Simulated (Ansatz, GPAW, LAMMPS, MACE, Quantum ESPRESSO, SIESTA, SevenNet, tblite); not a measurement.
# Which run comes nearest? Glassy 75SrO-25TiO2 (mol %) (63 atoms)

Density of this cell: 4.55 g/cm³. The cell holds 63 atoms: 21 Sr, 7 Ti and 35 O. Cell: a = 9.996 Å, b = 9.996 Å, c = 9.996 Å, α = 90.0°, β = 90.0°, γ = 90.0°. 63 atoms (21 Sr, 7 Ti, 35 O) placed at random at 4.92 g/cm³, melted at 4000 K for 10 ps at fixed volume with the Morse and Coulomb pair potential with partial charges (Pedone, Malavasi, Menziani, Cormack and Segre, J. Phys. Chem. B 110, 11780 (2006)). Quenched from 4000 K to 300 K at 25 K/ps and fixed volume, held 10 ps at zero pressure.

Geometry: as built.

The reference, a calculation:

| Property | Result |
| --- | --- |
| method | Kohn-Sham DFT, PBE, SSSP efficiency 1.3.0 pseudopotentials, plane waves (Quantum ESPRESSO 7.5); sssp-pbe-1.3.0-efficiency, cutoffs 60/480 Ry, Γ point |
| r.m.s. force component | 0.6472 eV/Å |
| longest force | 1.942 eV/Å |
| pressure | -0.6353 GPa |
| gap (highest filled to lowest empty level) | 2.438 eV |
| time | 3.6 min on 4 MPI ranks of Arm Neoverse V1, shared host |
| CPU time | 14 min |

Runs, in no order:
A. SIESTA PBE, SZ, shift 0.02 Ry, mesh 500 Ry: Kohn-Sham DFT, PBE, PseudoDojo 0.4.1 norm-conserving pseudopotentials (converted to PSML), numerical atomic orbitals (SZ), diagonalisation
B. MACE MP-0b3 medium potential: machine-learned interatomic potential MACE MP-0b3 medium, trained on PBE(+U) plane-wave data
C. GPAW PBE, grid h 0.2 Å: Kohn-Sham DFT, PBE, PAW, finite differences on a real-space grid
D. QE PBE+D3(BJ), sssp-1.3.0-efficiency, 60/480 Ry: Kohn-Sham DFT, PBE+D3(BJ), SSSP efficiency 1.3.0 pseudopotentials, plane waves
E. SIESTA PBE, DZP, shift 0.005 Ry, mesh 500 Ry: Kohn-Sham DFT, PBE, PseudoDojo 0.4.1 norm-conserving pseudopotentials (converted to PSML), numerical atomic orbitals (DZP), diagonalisation

**Question.** Rank the runs by how far their forces lie from the reference's, least first.

D, C, B, E, A.

| run | Δ force, r.m.s. (meV/Å) | share of r.m.s. force (%) | CPU time |
| --- | --- | --- | --- |
| D. QE PBE+D3(BJ), sssp-1.3.0-efficiency, 60/480 Ry | 5.59 | 0.864 | 14 min |
| C. GPAW PBE, grid h 0.2 Å | 56.3 | 8.69 | 8.2 min |
| B. MACE MP-0b3 medium potential | 78.8 | 12.2 | 8.7 s |
| E. SIESTA PBE, DZP, shift 0.005 Ry, mesh 500 Ry | 280 | 43.2 | 8.1 min |
| A. SIESTA PBE, SZ, shift 0.02 Ry, mesh 500 Ry | 676 | 104 | 2.5 min |

Machine-learned potentials mimic data converged in k, so the reference's own k-point error enters their differences. The network of bonds at the start is that of the classical potential that made the cell, and needn't be the one that DFT or experiment would give. The electronic-structure runs sample only Γ, in a cell whose shortest periodic width is 10 Å.

[Hosts, paths, dates, database ids (printed as entryN), source tags and the programs' standing remarks are cut or masked in the printed files.]
